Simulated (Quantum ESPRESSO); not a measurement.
# Magnetic state of Mn3InC from several starts

Does Mn3InC prefer parallel or opposed moments, or none?

Program: Quantum ESPRESSO 7.5. Level of theory: LDA; plane waves with GBRV 1.5 LDA potentials, no spin-orbit coupling. Results are calculated unless marked as measured.

## 1. The structure

Symmetry: Pm-3m, No. 221, cubic system. Conventional cell: a = 3.949 Å, b = 3.949 Å, c = 3.949 Å, α = 90.00°, β = 90.00°, γ = 90.00°. Mn has 2 C at 1.97 Å and 8 Mn at 2.79 Å and 4 In at 2.79 Å nearest. Nearest to In lie 12 Mn at 2.79 Å. Nearest to C lie 6 Mn at 1.97 Å. Farther neighbours are not listed.

The cell comes from Materials Project 2023-11-01, a database of computed structures, and need not be the stable phase.

## 2. Start 1: ferro +++

The signs are those of the starting moments on the seeded atoms, the atoms that are given a moment.

Contents of pw.in:

```
&CONTROL
  calculation = 'scf'
  prefix = 'pwscf'
  outdir = './tmp'
  pseudo_dir = './pseudo'
  disk_io = 'nowf'
/
&SYSTEM
  ibrav = 0
  celldm(1) = 8
  nat = 5
  ntyp = 3
  ecutwfc = 40
  ecutrho = 280
  nbnd = 46
  occupations = 'smearing'
  smearing = 'fd'
  degauss = 0.00734986
  nspin = 2
  starting_magnetization(1) = 0.2333
  starting_magnetization(2) = 0
  starting_magnetization(3) = 0
/
&ELECTRONS
  conv_thr = 1d-08
  electron_maxstep = 150
  mixing_beta = 0.3
/
ATOMIC_SPECIES
Mn     54.9380 mn_lda_v1.5.uspp.F.UPF
In    114.8180 in_lda_v1.4.uspp.F.UPF
C      12.0110 c_lda_v1.2.uspp.F.UPF
CELL_PARAMETERS alat
   0.9327369259869    0.0000000000000    0.0000000000000
   0.0000000000000    0.9327369259869    0.0000000000000
   0.0000000000000    0.0000000000000    0.9327369259869
ATOMIC_POSITIONS crystal
Mn      0.5000000000    0.0000000000    0.0000000000
Mn      0.0000000000    0.0000000000    0.5000000000
Mn      0.0000000000    0.5000000000    0.0000000000
In      0.5000000000    0.5000000000    0.5000000000
C       0.0000000000    0.0000000000    0.0000000000
K_POINTS automatic
6 6 6 0 0 0
```

Run with:

```
OMP_NUM_THREADS=1 mpirun -n 4 pw.x -nk 4 -in pw.in > pw.out
```

The log of the run:

```text
Program PWSCF v.7.5 starts

     Message from routine setup:
     using ibrav=0 with symmetry is DISCOURAGED, use correct ibrav instead

     K-points division:     npool     =       4
     Subspace diagonalization in iterative solution of the eigenvalue problem:

     G-vector sticks info
     --------------------
     sticks:   dense  smooth     PW     G-vecs:    dense   smooth      PW
     Sum        1237     709    221                32795    14147    2517

     Using Slab Decomposition

     bravais-lattice index     =            0
     lattice parameter (alat)  =       8.0000  a.u.
     unit-cell volume          =     415.4775 (a.u.)^3
     number of atoms/cell      =            5
     number of atomic types    =            3
     number of electrons       =        62.00
     number of Kohn-Sham states=           46
     kinetic-energy cutoff     =      40.0000  Ry
     charge density cutoff     =     280.0000  Ry
     scf convergence threshold =      1.0E-08
     mixing beta               =       0.3000
     number of iterations used =            8  plain     mixing
     Exchange-correlation= SLA  PZ   NOGX NOGC
                           (   1   1   0   0   0   0   0)

     celldm(1)=   8.000000  celldm(2)=   0.000000  celldm(3)=   0.000000
     celldm(4)=   0.000000  celldm(5)=   0.000000  celldm(6)=   0.000000

     crystal axes: (cart. coord. in units of alat)
               a(1) = (   0.932737   0.000000   0.000000 )
               a(2) = (   0.000000   0.932737   0.000000 )
               a(3) = (   0.000000   0.000000   0.932737 )

     reciprocal axes: (cart. coord. in units 2 pi/alat)
               b(1) = (  1.072114  0.000000  0.000000 )
               b(2) = (  0.000000  1.072114  0.000000 )
               b(3) = (  0.000000  0.000000  1.072114 )

     PseudoPot. # 1 for Mn read from file:
     mn_lda_v1.5.uspp.F.UPF
     Pseudo is Ultrasoft + core correction, Zval = 15.0
     Generated by new atomic code, or converted to UPF format
     Using radial grid of  859 points,  6 beta functions with:
                l(1) =   0
                l(2) =   0
                l(3) =   1
                l(4) =   1
                l(5) =   2
                l(6) =   2
     Q(r) pseudized with  8 coefficients,  rinner =    0.950   0.950   0.950
                                                       0.950   0.950

     PseudoPot. # 2 for In read from file:
     in_lda_v1.4.uspp.F.UPF
     Pseudo is Ultrasoft + core correction, Zval = 13.0
     Generated by new atomic code, or converted to UPF format
     Using radial grid of  889 points,  6 beta functions with:
                l(1) =   0
                l(2) =   0
                l(3) =   1
                l(4) =   1
                l(5) =   2
                l(6) =   2
     Q(r) pseudized with  6 coefficients,  rinner =    1.400   1.400   1.400
                                                       1.400   1.400

     PseudoPot. # 3 for C  read from file:
     c_lda_v1.2.uspp.F.UPF
     Pseudo is Ultrasoft + core correction, Zval =  4.0
     Generated by new atomic code, or converted to UPF format
     Using radial grid of  721 points,  4 beta functions with:
                l(1) =   0
                l(2) =   0
                l(3) =   1
                l(4) =   1
     Q(r) pseudized with  8 coefficients,  rinner =    1.100   1.100   1.100

     atomic species   valence    mass     pseudopotential
     Mn               15.00    54.93800     Mn( 1.00)
     In               13.00   114.81800     In( 1.00)
     C                 4.00    12.01100     C ( 1.00)

     Starting magnetic structure
     atomic species   magnetization
     Mn              0.233
     In              0.000
     C               0.000

     48 Sym. Ops., with inversion, found

   Cartesian axes

     site n.     atom                  positions (alat units)
         1        Mn     tau(   1) = (   0.4663685   0.0000000   0.0000000  )
         2        Mn     tau(   2) = (   0.0000000   0.0000000   0.4663685  )
         3        Mn     tau(   3) = (   0.0000000   0.4663685   0.0000000  )
         4        In     tau(   4) = (   0.4663685   0.4663685   0.4663685  )
         5        C      tau(   5) = (   0.0000000   0.0000000   0.0000000  )

     number of k points=    20  Fermi-Dirac smearing, width (Ry)=  0.0073
                       cart. coord. in units 2pi/alat
        k(    1) = (   0.0000000   0.0000000   0.0000000), wk =   0.0046296
        k(    2) = (   0.0000000   0.0000000   0.1786856), wk =   0.0277778
        k(    3) = (   0.0000000   0.0000000   0.3573712), wk =   0.0277778
        k(    4) = (   0.0000000   0.0000000  -0.5360568), wk =   0.0138889
        k(    5) = (   0.0000000   0.1786856   0.1786856), wk =   0.0555556
        [... 15 further k-points ...]

     Dense  grid:    32795 G-vectors     FFT dimensions: (  40,  40,  40)

     Smooth grid:    14147 G-vectors     FFT dimensions: (  32,  32,  32)

     Check: negative core charge=   -0.000049
     Generating pointlists ...
     new r_m :   0.1924 (alat units)  1.5390 (a.u.) for type    1
     new r_m :   0.2721 (alat units)  2.1765 (a.u.) for type    2
     new r_m :   0.1924 (alat units)  1.5390 (a.u.) for type    3

     Initial potential from superposition of free atoms

     starting charge      58.9998, renormalised to      62.0000
     Starting wfcs are   52 randomized atomic wfcs

     Self-consistent Calculation

     iteration #  1     ecut=    40.00 Ry     beta= 0.30
     Davidson diagonalization with overlap
     ethr =  1.00E-02,  avg # of iterations =  3.5

     total energy              =    -775.28794494 Ry
     estimated scf accuracy    <      12.56893549 Ry

     total magnetization       =     3.68 Bohr mag/cell
     absolute magnetization    =     4.11 Bohr mag/cell

     iteration #  2     ecut=    40.00 Ry     beta= 0.30
     Davidson diagonalization with overlap
     ethr =  1.00E-02,  avg # of iterations =  2.9

     total energy              =    -777.80333241 Ry
     estimated scf accuracy    <       2.49323504 Ry

     total magnetization       =     6.88 Bohr mag/cell
     absolute magnetization    =     7.47 Bohr mag/cell

     iteration #  3     ecut=    40.00 Ry     beta= 0.30
     Davidson diagonalization with overlap
     ethr =  4.02E-03,  avg # of iterations =  1.8

     total energy              =    -778.18763684 Ry
     estimated scf accuracy    <       0.09211116 Ry

     total magnetization       =     6.60 Bohr mag/cell
     absolute magnetization    =     7.18 Bohr mag/cell

     [... further iterations left out ...]

     iteration # 12     ecut=    40.00 Ry     beta= 0.30
     Davidson diagonalization with overlap
     ethr =  4.73E-09,  avg # of iterations =  2.4

     total energy              =    -778.21283226 Ry
     estimated scf accuracy    <       0.00000056 Ry

     total magnetization       =     5.22 Bohr mag/cell
     absolute magnetization    =     5.75 Bohr mag/cell

     iteration # 13     ecut=    40.00 Ry     beta= 0.30
     Davidson diagonalization with overlap
     ethr =  9.09E-10,  avg # of iterations =  2.5

     total energy              =    -778.21283156 Ry
     estimated scf accuracy    <       0.00000023 Ry

     total magnetization       =     5.22 Bohr mag/cell
     absolute magnetization    =     5.74 Bohr mag/cell

     iteration # 14     ecut=    40.00 Ry     beta= 0.30
     Davidson diagonalization with overlap
     ethr =  3.77E-10,  avg # of iterations =  3.0

     total energy              =    -778.21283308 Ry
     estimated scf accuracy    <       0.00000006 Ry

     total magnetization       =     5.20 Bohr mag/cell
     absolute magnetization    =     5.72 Bohr mag/cell

     iteration # 15     ecut=    40.00 Ry     beta= 0.30
     Davidson diagonalization with overlap
     ethr =  1.01E-10,  avg # of iterations =  2.5

     Magnetic moment per site  (integrated on atomic sphere of radius R)
     atom   1 (R=0.192)  charge= 12.0948  magn=  1.5821
     atom   2 (R=0.192)  charge= 12.0948  magn=  1.5821
     atom   3 (R=0.192)  charge= 12.0948  magn=  1.5821
     atom   4 (R=0.272)  charge= 11.0650  magn= -0.0570
     atom   5 (R=0.192)  charge=  3.0773  magn= -0.1331

     End of self-consistent calculation

     [... lines left out ...]
     the Fermi energy is    15.9389 ev

!    total energy              =    -778.21283326 Ry
     estimated scf accuracy    <          2.0E-09 Ry
     smearing contrib. (-TS)   =      -0.01357589 Ry
     internal energy E=F+TS    =    -778.19925737 Ry

     The total energy is F=E-TS. E is the sum of the following terms:
     one-electron contribution =    -316.33928325 Ry
     hartree contribution      =     197.29033632 Ry
     xc contribution           =    -119.61352488 Ry
     ewald contribution        =    -539.53678556 Ry

     total magnetization       =     5.21 Bohr mag/cell
     absolute magnetization    =     5.73 Bohr mag/cell

     convergence has been achieved in  15 iterations

=------------------------------------------------------------------------------=
   JOB DONE.
=------------------------------------------------------------------------------=
```

Elapsed: 19 s, on 4 MPI ranks of Intel Xeon Platinum 8488C (Sapphire Rapids), shared host; peak memory 0.45 GiB.

Spin moment in the atom's sphere by atom:

| atom | spin moment in the atom's sphere (μB) |
| --- | --- |
| Mn1 | 1.58 |
| Mn2 | 1.58 |
| Mn3 | 1.58 |
| In4 | -0.06 |
| C5 | -0.13 |

Read from the output:

```
smearing term TS       : 0.1847 eV
magnetization          : 5.207 μB
absolute magnetization : 5.729 μB
final state            : ferromagnetic
```

[end of part 1 of 2]

[Logs and program files are shortened in this print: banners, set-up blocks, solver, clock and traceback lines can be left out without a mark of their own.]

[Logs are printed without paths, hosts, clocks, repeated set-up lines and the standing remarks that a program may print on its own settings, such as how far it seeks lower states.]

[Hosts, paths, dates, database ids (printed as entryN), source tags and the programs' standing remarks are cut or masked in the printed files.]

[Where a cell is said to come from a database of computed structures, the database is the Materials Project.]
